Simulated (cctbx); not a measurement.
**What is wrong with this refinement?**

Cell a = 4.3330 Å, b = 4.3330 Å, c = 4.3330 Å, α = 90.00°, β = 90.00°, γ = 90.00°; space group Pm-3m (no. 221).

Simulated single-crystal data (cctbx): synchrotron X-rays, λ = 0.7749 Å, to d = 0.75 Å, 95 % of the full sphere, strongest reflection 20000 counts, noise from counting, a 2 % proportional error and a noise floor of 2 counts (s.d.); no absorption.

An anisotropic refinement with weights 1/σ² prints:

```text
Rint 0.020, 36 unique reflections to 0.75 A
cycle     R1     wR2    GooF  max shift (A)
   1  0.2119  0.4564  66.214   0.00000
   2  0.0962  0.1973  28.622   0.00000
final R1 0.0964 wR2 0.1973 GooF 28.621  parameters 2  data/parameter 18.0
atom        x        y        z      Ueq    occ   su(xyz)  su(Uiso or U11)
Fe1    0.50000  0.50000  0.50000   0.0094  1.000  0.00000  0.0018
K1     0.00000  0.00000  0.00000   0.0384  1.000  0.00000  0.0032
difference map: max 2.04 min -3.88 rms 0.45
Q1    0.5000  0.5000  0.5000    1    2.04  0.00 A from Fe1
Q2    0.3414  0.3414  0.3414    8    0.23  1.19 A from Fe1
Q3    0.0000  0.2958  0.2958   12    0.23  1.81 A from K1
Q4    0.2301  0.2301  0.2301    8    0.22  1.73 A from K1
Q5    0.0000  0.0000  0.2476    6    0.20  1.07 A from K1
Q6    0.1222  0.1222  0.3926   24    0.19  1.86 A from K1
```

**Question.** Can this result stand? If not, what is the likely fault?

Mend it. The fault: wrong element: Fe1 is Ru. Against the right model at the same level, R1 goes from 0.0037 to 0.0964 and GooF from 1.12 to 28.62, U of K1 swells from 0.0181 to 0.0384 Å², U of Fe1 shrinks from 0.0168 to 0.0094 Å², the top difference peak, 2.0 e/Å³, lies on Fe1 and a hole of -3.9 e/Å³ opens. Fe1 has 18 electrons too few and its U shrinks to make up, as expected.

The compound is KRu. The right model at the same level gives:

```text
Rint 0.020, 36 unique reflections to 0.75 A
cycle     R1     wR2    GooF  max shift (A)
   1  0.0037  0.0078   1.133   0.00000
   2  0.0037  0.0077   1.119   0.00000
final R1 0.0037 wR2 0.0077 GooF 1.119  parameters 2  data/parameter 18.0
atom        x        y        z      Ueq    occ   su(xyz)  su(Uiso or U11)
Ru1    0.50000  0.50000  0.50000   0.0168  1.000  0.00000  0.0001
K1     0.00000  0.00000  0.00000   0.0181  1.000  0.00000  0.0001
difference map: max 0.09 min -0.13 rms 0.02
Q1    0.1366  0.1366  0.5000   12    0.10  2.23 A from Ru1
Q2    0.3285  0.3285  0.3285    8    0.07  1.29 A from Ru1
Q3    0.1865  0.1865  0.1865    8    0.06  1.40 A from K1
Q4    0.0000  0.3872  0.3872   12    0.04  2.27 A from Ru1
Q5    0.3040  0.5000  0.5000    6    0.03  0.85 A from Ru1
Q6    0.0000  0.0000  0.2476    6    0.02  1.07 A from K1
```

This is a model crystal, built by substitution and not relaxed, with assumed displacement parameters.

[Middle refinement cycles are left out of these outputs.]

[Logs are printed without paths, hosts, clocks, repeated set-up lines and the standing remarks that a program may print on its own settings, such as how far it seeks lower states.]
